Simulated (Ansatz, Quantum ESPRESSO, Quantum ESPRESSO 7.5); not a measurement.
## vacuum gap of 6.0 Å between two Co(111) faces: ballistic transmission

How well does the junction conduct in the ballistic limit? It is: vacuum gap of 6.0 Å between two Co(111) faces.

Calculated with Quantum ESPRESSO 7.5; plane-wave DFT, PBE, GBRV ultrasoft pseudopotentials (cross-check by Ansatz 0.2.0 with PAW datasets).

### 1. The starting structure

The cell holds 12 atoms: 12 Co. Its edges and angles: a = 2.489 Å, b = 2.489 Å, c = 28.355 Å, α = 90.0°, β = 90.0°, γ = 60.0°. It derives from Co. Regions: left lead, 6 atoms (6 Co); right lead, 6 atoms (6 Co). The structure is stacked along c, and the current runs across the ab planes.

### 2. Ground state

One periodic cell holds a stretch of lead, the junction and more lead; the atoms stay as built.

scf.in

```
&control
  prefix = 'scf'
  outdir = './out'
  pseudo_dir = './pseudo'
  calculation = 'scf'
  tprnfor = .true.
/
&system
  ibrav = 0
  nat = 12
  ntyp = 1
  ecutwfc = 40
  ecutrho = 200
  occupations = 'smearing'
  smearing = 'mv'
  degauss = 0.01
  nspin = 2
  starting_magnetization(1) = 0.28
/
&electrons
  conv_thr = 1e-07
  mixing_beta = 0.25
  electron_maxstep = 120
  mixing_mode = 'local-TF'
/
ATOMIC_SPECIES
  Co  58.9332  co_pbe_v1.2.uspp.F.UPF
CELL_PARAMETERS angstrom
  2.48901586977665 0.00000000000000 0.00000000000000
  1.24450793488832 2.15555097364920 0.00000000000000
  0.00000000000000 0.00000000000000 28.35500242302231
ATOMIC_POSITIONS crystal
  Co  0.000000000000 0.000000000000 0.000000000000
  Co  0.333333333000 0.333333333000 0.071672466016
  Co  0.666666667000 0.666666667000 0.143344932032
  Co  0.000000000000 0.000000000000 0.215017398048
  Co  0.333333333000 0.333333333000 0.286689864064
  Co  0.666666667000 0.666666667000 0.358362330080
  Co  0.000000000000 0.000000000000 0.569965203904
  Co  0.333333333000 0.333333333000 0.641637669920
  Co  0.666666667000 0.666666667000 0.713310135936
  Co  0.000000000000 0.000000000000 0.784982601952
  Co  0.333333333000 0.333333333000 0.856655067968
  Co  0.666666667000 0.666666667000 0.928327533984
K_POINTS automatic
  11 11 1 0 0 0
```

Run with:

```console
> OMP_NUM_THREADS=1 mpirun -n 4 pw.x -nk 4 -in scf.in > scf.out
```

Output:

```text
Program PWSCF v.7.5 starts
[citation notice left out]

     Parallel version (MPI & OpenMP), running on       4 processor cores
     Number of MPI processes:                 4
     Threads/MPI process:                     1

     MPI processes distributed on     1 nodes
[...]
Current dimensions of program PWSCF are:
     Max number of different atomic species (ntypx) = 10
     Max number of k-points (npk) =  40000
     Max angular momentum in pseudopotentials (lmaxx) =  4
     Message from routine setup:
     using ibrav=0 with symmetry is DISCOURAGED, use correct ibrav instead

     K-points division:     npool     =       4
     Subspace diagonalization in iterative solution of the eigenvalue problem:
     a serial algorithm will be used

     G-vector sticks info
     --------------------
     sticks:   dense  smooth     PW     G-vecs:    dense   smooth      PW
     Sum         313     253     85                49129    35267    6881

     Using Slab Decomposition

     bravais-lattice index     =            0
     lattice parameter (alat)  =       4.7036  a.u.
     unit-cell volume          =    1026.6260 (a.u.)^3
     number of atoms/cell      =           12
     number of atomic types    =            1
     number of electrons       =       204.00
     number of Kohn-Sham states=          122
     kinetic-energy cutoff     =      40.0000  Ry
     charge density cutoff     =     200.0000  Ry
     scf convergence threshold =      1.0E-07
     mixing beta               =       0.2500
     number of iterations used =            8  local-TF  mixing
     Exchange-correlation= SLA  PW   PBE  PBE
                           (   1   4   3   4   0   0   0)

     celldm(1)=   4.703558  celldm(2)=   0.000000  celldm(3)=   0.000000
     celldm(4)=   0.000000  celldm(5)=   0.000000  celldm(6)=   0.000000

     crystal axes: (cart. coord. in units of alat)
               a(1) = (   1.000000   0.000000   0.000000 )
               a(2) = (   0.500000   0.866025   0.000000 )
               a(3) = (   0.000000   0.000000  11.392054 )

     reciprocal axes: (cart. coord. in units 2 pi/alat)
               b(1) = (  1.000000 -0.577350  0.000000 )
               b(2) = (  0.000000  1.154701  0.000000 )
               b(3) = (  0.000000  0.000000  0.087780 )

     PseudoPot. # 1 for Co read from file:
     ./pseudo/co_pbe_v1.2.uspp.F.UPF
     Pseudo is Ultrasoft + core correction, Zval = 17.0
     Generated by new atomic code, or converted to UPF format
     Using radial grid of  863 points,  6 beta functions with:
                l(1) =   0
                l(2) =   0
                l(3) =   1
                l(4) =   1
                l(5) =   2
                l(6) =   2
     Q(r) pseudized with  8 coefficients,  rinner =    1.200   1.200   1.200
                                                       1.200   1.200

     atomic species   valence    mass     pseudopotential
     Co               17.00    58.93320     Co( 1.00)

     Starting magnetic structure
     atomic species   magnetization
     Co              0.280

      6 Sym. Ops. (no inversion) found

   Cartesian axes

     site n.     atom                  positions (alat units)
         1        Co     tau(   1) = (   0.0000000   0.0000000   0.0000000  )
         2        Co     tau(   2) = (   0.5000000   0.2886751   0.8164966  )
         3        Co     tau(   3) = (   1.0000000   0.5773503   1.6329932  )
         4        Co     tau(   4) = (   0.0000000   0.0000000   2.4494897  )
         5        Co     tau(   5) = (   0.5000000   0.2886751   3.2659863  )
         6        Co     tau(   6) = (   1.0000000   0.5773503   4.0824829  )
         7        Co     tau(   7) = (   0.0000000   0.0000000   6.4930742  )
         8        Co     tau(   8) = (   0.5000000   0.2886751   7.3095708  )
         9        Co     tau(   9) = (   1.0000000   0.5773503   8.1260674  )
        10        Co     tau(  10) = (   0.0000000   0.0000000   8.9425639  )
        11        Co     tau(  11) = (   0.5000000   0.2886751   9.7590605  )
        12        Co     tau(  12) = (   1.0000000   0.5773503  10.5755571  )

     number of k points=    16  Marzari-Vanderbilt smearing, width (Ry)=  0.0100
                       cart. coord. in units 2pi/alat
        k(    1) = (   0.0000000   0.0000000   0.0000000), wk =   0.0082645
        k(    2) = (   0.0000000   0.1049728   0.0000000), wk =   0.0495868
        k(    3) = (   0.0000000   0.2099456   0.0000000), wk =   0.0495868
        k(    4) = (   0.0000000   0.3149183   0.0000000), wk =   0.0495868
        k(    5) = (   0.0000000   0.4198911   0.0000000), wk =   0.0495868
        k(    6) = (   0.0000000   0.5248639   0.0000000), wk =   0.0495868
        k(    7) = (   0.0909091   0.1574592   0.0000000), wk =   0.0495868
        k(    8) = (   0.0909091   0.2624319   0.0000000), wk =   0.0991736
        k(    9) = (   0.0909091   0.3674047   0.0000000), wk =   0.0991736
        k(   10) = (   0.0909091   0.4723775   0.0000000), wk =   0.0991736
[...]
k(   16) = (   0.2727273  -0.5773503   0.0000000), wk =   0.0495868

     Dense  grid:    49129 G-vectors     FFT dimensions: (  24,  24, 243)

     Smooth grid:    35267 G-vectors     FFT dimensions: (  20,  20, 216)

     Estimated max dynamical RAM per process >     191.46 MB

     Estimated total dynamical RAM >     693.86 MB

     Check: negative core charge=   -0.000056
     Generating pointlists ...
     new r_m :   0.4125 (alat units)  1.9402 (a.u.) for type    1

     Initial potential from superposition of free atoms

     starting charge     191.9999, renormalised to     204.0000
     Starting wfcs are  156 randomized atomic wfcs

     total cpu time spent up to now is        3.6 secs

     per-process dynamical memory:   124.6 Mb

     Self-consistent Calculation

     iteration #  1     ecut=    40.00 Ry     beta= 0.25
     Davidson diagonalization with overlap
     ethr =  1.00E-02,  avg # of iterations =  4.3

     negative rho (up, down):  1.364E-05 3.818E-06

     total cpu time spent up to now is       15.5 secs

     total energy              =   -3584.55384689 Ry
     estimated scf accuracy    <     123.61774041 Ry

     total magnetization       =    26.44 Bohr mag/cell
     absolute magnetization    =    27.35 Bohr mag/cell

     iteration #  2     ecut=    40.00 Ry     beta= 0.25
[...]
negative rho (up, down):  6.876E-04 1.644E-04

[...]
total energy              =   -3576.82093783 Ry
[...]
-44.3777 -44.3408 -44.3066 -44.2770 -44.2499 -44.2350 -44.2349 -44.2280
   -44.2250 -44.2235 -44.2235 -44.2210 -44.2160 -44.2136 -44.2128 -44.2038
   -44.2027 -44.1990 -44.1942 -44.1891 -44.1856 -44.1842 -44.1840 -44.1787
   -44.1747 -44.1710 -44.1699 -44.1682 -44.0855 -44.0854 -44.0718 -44.0717
     6.4637   6.6505   6.9545   7.3688   7.8737   8.4411   9.0034   9.5003
     9.8401  10.0245  10.0990  10.1157  11.9448  11.9917  12.0300  12.0955
    12.1578  12.1756  12.2073  12.2161  12.2777  12.2918  12.3592  12.4041
    12.4460  12.4537  12.4738  12.4857  12.5076  12.5092  12.5362  12.5589
    12.5596  12.5726  12.5994  12.6145  12.6327  12.6406  12.6688  12.7093
    12.7098  12.7211  12.7289  12.8456  12.8494  12.9298  13.2347  13.2949
    13.2964  13.3540  13.3711  13.4248  13.4586  13.4845  13.5335  13.5451
    13.5905  13.6069  13.6594  13.7061  13.7755  13.9090  13.9177  14.0594
    14.1441  14.1909  14.2955  14.3657  14.4626  14.9089  15.3422  16.0217
    16.0599  20.5581

          k = 0.0000 0.2099 0.0000 (  4370 PWs)   bands (ev):

   -81.1037 -81.1036 -81.0901 -81.0872 -81.0780 -81.0695 -81.0603 -81.0519
   -81.0492 -81.0464 -80.9895 -80.9894 -44.4460 -44.4432 -44.4259 -44.4050
   -44.3767 -44.3509 -44.3274 -44.3054 -44.2868 -44.2763 -44.2749 -44.2664
   -44.2632 -44.2589 -44.2480 -44.2443 -44.2375 -44.2374 -44.2311 -44.2291
   -44.2271 -44.2213 -44.2173 -44.2155 -44.2065 -44.2033 -44.1953 -44.1893
   -44.1850 -44.1811 -44.1794 -44.1760 -44.1332 -44.1331 -44.0838 -44.0837
     7.2923   7.4666   7.7494   8.1335   8.5993   9.1189   9.6295  10.0753
    10.3724  10.5246  10.5981  10.6086  11.5263  11.6076  11.6955  11.7503
    11.7900  11.8266  11.8893  11.9232  12.0214  12.0421  12.1117  12.1824
    12.3294  12.3568  12.4089  12.4611  12.4743  12.5622  12.5836  12.6325
    12.6413  12.6721  12.7008  12.7587  12.7921  12.7976  12.8244  12.8564
    12.8741  12.9196  12.9366  12.9639  13.0091  13.0424  13.0544  13.0824
    13.1567  13.1790  13.2446  13.3156  13.3413  13.4440  13.4777  13.5452
    13.6356  13.6744  13.7126  13.8051  13.9358  13.9367  14.0780  14.2131
    14.3094  14.3213  14.3939  14.7422  15.2772  15.9698  16.5978  17.4736
    17.6871  21.2127

          k = 0.0000 0.3149 0.0000 (  4356 PWs)   bands (ev):

   -81.0924 -81.0924 -81.0767 -81.0746 -81.0666 -81.0597 -81.0519 -81.0443
   -81.0424 -81.0405 -80.9802 -80.9801 -44.4234 -44.4215 -44.4081 -44.3968
   -44.3921 -44.3883 -44.3784 -44.3637 -44.3478 -44.3377 -44.3261 -44.3205
   -44.3112 -44.2973 -44.2816 -44.2669 -44.2559 -44.2558 -44.2556 -44.2501
   -44.2471 -44.2454 -44.2347 -44.2344 -44.2226 -44.2176 -44.2101 -44.2037
   -44.1990 -44.1945 -44.1922 -44.1921 -44.1889 -44.1859 -44.0995 -44.0994
     8.5024   8.6401   8.8590   9.1468   9.4802   9.8302  10.1540  10.4336
    10.6649  10.8633  11.0097  11.0693  11.0926  11.1463  11.2291  11.3291
    11.4567  11.6019  11.7395  11.8129  11.9017  11.9196  12.0201  12.0927
    12.1186  12.2596  12.3917  12.4903  12.5600  12.5944  12.6016  12.6396
    12.6620  12.7212  12.7591  12.7619  12.7994  12.8879  12.8894  13.0036
    13.0277  13.1391  13.2226  13.3069  13.3986  13.4362  13.4533  13.4907
    13.5258  13.5696  13.5832  13.6351  13.6365  13.6943  13.7380  13.7708
    13.8159  13.8711  13.8887  13.9150  13.9802  14.1048  14.2405  14.2803
    14.3529  14.4289  14.8260  15.4709  16.2282  17.1324  17.9774  19.0875
    19.5159  22.2500

          k = 0.0000 0.4199 0.0000 (  4394 PWs)   bands (ev):

   -81.0821 -81.0821 -81.0634 -81.0622 -81.0556 -81.0507 -81.0446 -81.0379
   -81.0365 -81.0358 -80.9716 -80.9716 -44.4425 -44.4415 -44.4340 -44.4313
   -44.4222 -44.4221 -44.4091 -44.4057 -44.3956 -44.3818 -44.3671 -44.3574
   -44.3299 -44.3064 -44.2863 -44.2788 -44.2748 -44.2729 -44.2723 -44.2671
   -44.2643 -44.2619 -44.2522 -44.2505 -44.2422 -44.2373 -44.2345 -44.2238
   -44.2231 -44.2119 -44.2116 -44.2070 -44.2040 -44.2000 -44.1138 -44.1138
     9.6062   9.6957   9.8166   9.9122   9.9557  10.0385  10.1685  10.3371
    10.5352  10.7190  10.7447  10.7894  10.8739  10.9535  11.0058  11.0691
    11.1867  11.3654  11.5577  11.7743  12.0015  12.1889  12.2742  12.3495
    12.3813  12.3947  12.4279  12.4551  12.5157  12.5241  12.6275  12.6409
    12.7927  12.7979  12.8852  12.9919  13.1201  13.2050  13.4161  13.4164
    13.5753  13.6100  13.6905  13.7744  13.8743  13.9099  14.0173  14.0318
    14.0542  14.0672  14.0825  14.1098  14.1349  14.1608  14.1735  14.1929
    14.2010  14.2230  14.2624  14.3255  14.3724  14.4121  14.4570  14.4788
    14.4810  14.8545  15.5756  16.4113  17.3363  18.3464  19.3621  20.4790
    21.4670  22.2157

          k = 0.0000 0.5249 0.0000 (  4402 PWs)   bands (ev):

   -81.0759 -81.0759 -81.0546 -81.0540 -81.0485 -81.0455 -81.0409 -81.0352
   -81.0332 -81.0332 -80.9666 -80.9665 -44.4760 -44.4744 -44.4661 -44.4564
   -44.4526 -44.4442 -44.4411 -44.4320 -44.4279 -44.4213 -44.3538 -44.3532
   -44.3087 -44.2977 -44.2905 -44.2851 -44.2830 -44.2822 -44.2773 -44.2771
   -44.2760 -44.2730 -44.2715 -44.2633 -44.2598 -44.2513 -44.2461 -44.2346
   -44.2319 -44.2209 -44.2197 -44.2144 -44.2112 -44.2083 -44.1223 -44.1223
     9.9299   9.9385  10.0061  10.0426  10.1297  10.2024  10.2851  10.3873
    10.4424  10.5321  10.5983  10.6030  10.7046  10.7789  10.8250  10.8718
    11.0420  11.2540  11.4963  11.7517  11.9727  12.1351  12.2443  12.3110
    12.3594  12.4346  12.4490  12.5221  12.5620  12.6930  12.7345  12.7694
    12.9497  13.0520  13.1675  13.1912  13.4392  13.4639  13.6484  13.6777
    13.8808  13.8917  14.0709  14.1470  14.1953  14.2394  14.2653  14.3324
    14.3403  14.3533  14.3668  14.3866  14.4125  14.4385  14.4674  14.4798
    14.5077  14.5470  14.5682  14.5841  14.7723  15.2706  15.7374  16.1176
    16.3730  16.5247  16.7964  17.2954  17.8595  18.3907  18.7764  19.0053
    21.3500  21.5115

[...]
the Fermi energy is    15.2827 ev

!    total energy              =   -3581.74748332 Ry
     estimated scf accuracy    <       0.00000002 Ry
     smearing contrib. (-TS)   =      -0.00137725 Ry
     internal energy E=F+TS    =   -3581.74610607 Ry

     The total energy is F=E-TS. E is the sum of the following terms:
     one-electron contribution =   -6791.62979782 Ry
     hartree contribution      =    3502.91317492 Ry
     xc contribution           =    -391.98871560 Ry
     ewald contribution        =      98.95923243 Ry

     total magnetization       =    19.97 Bohr mag/cell
     absolute magnetization    =    22.09 Bohr mag/cell

     convergence has been achieved in  20 iterations

     Forces acting on atoms (cartesian axes, Ry/au):

     atom    1 type  1   force =     0.00000000    0.00000000    0.00190274
     atom    2 type  1   force =     0.00000000    0.00000000   -0.00250195
     atom    3 type  1   force =     0.00000000    0.00000000    0.00302027
     atom    4 type  1   force =     0.00000000    0.00000000   -0.00664152
     atom    5 type  1   force =     0.00000000    0.00000000    0.01754711
     atom    6 type  1   force =     0.00000000    0.00000000   -0.01356299
     atom    7 type  1   force =     0.00000000    0.00000000    0.01351690
     atom    8 type  1   force =     0.00000000    0.00000000   -0.01757572
     atom    9 type  1   force =     0.00000000    0.00000000    0.00663174
     atom   10 type  1   force =     0.00000000    0.00000000   -0.00298270
     atom   11 type  1   force =     0.00000000    0.00000000    0.00254387
     atom   12 type  1   force =     0.00000000    0.00000000   -0.00189774

     Total force =     0.033310     Total SCF correction =     0.001658

[...]
=------------------------------------------------------------------------------=
   JOB DONE.
=------------------------------------------------------------------------------=
```

Elapsed: 2.8 min, on 4 MPI ranks of Arm Neoverse V2, shared host; peak memory 0.84 GiB.

This step gave:

```
free energy            : -48732.1571 eV
Fermi energy           : 15.28 eV
magnetization          : 19.97 μB
absolute magnetization : 22.09 μB
```

The program's own clock; routines nest. Time by routine:

```
     routine  wall time (s)   calls
       PWSCF          169.5       1
   electrons          164.3       1
     c_bands            145      20
     cegterg          134.2     160
       h_psi          60.72     533
        fftw          33.29  109540
    vloc_psi          32.39     533
      calbec          20.81     725
    sum_band          14.77      20
  add_vuspsi          13.78     533
       s_psi          13.77     533
h_psi:calbec          13.72     533
     cdiaghg           8.85     525
    init_run           3.51       1
```

The run needed 20 iterations to bring the estimated error under 1e-07 Ry; the largest force on any atom, held or free, is 0.45 eV/Å. The cell keeps a moment of 20.0 μB.

(Continued in part 2 of 4.)

[Logs are printed without paths, hosts, clocks, repeated set-up lines and the standing remarks that a program may print on its own settings, such as how far it seeks lower states.]

[Hosts, paths, dates, database ids (printed as entryN), source tags and the programs' standing remarks are cut or masked in the printed files.]

[Maps of the electrostatic potential energy from Ansatz leave out the sawtooth potential of an applied field or a dipole correction, so their vacuum need not be flat; planar profiles and work functions include it.]
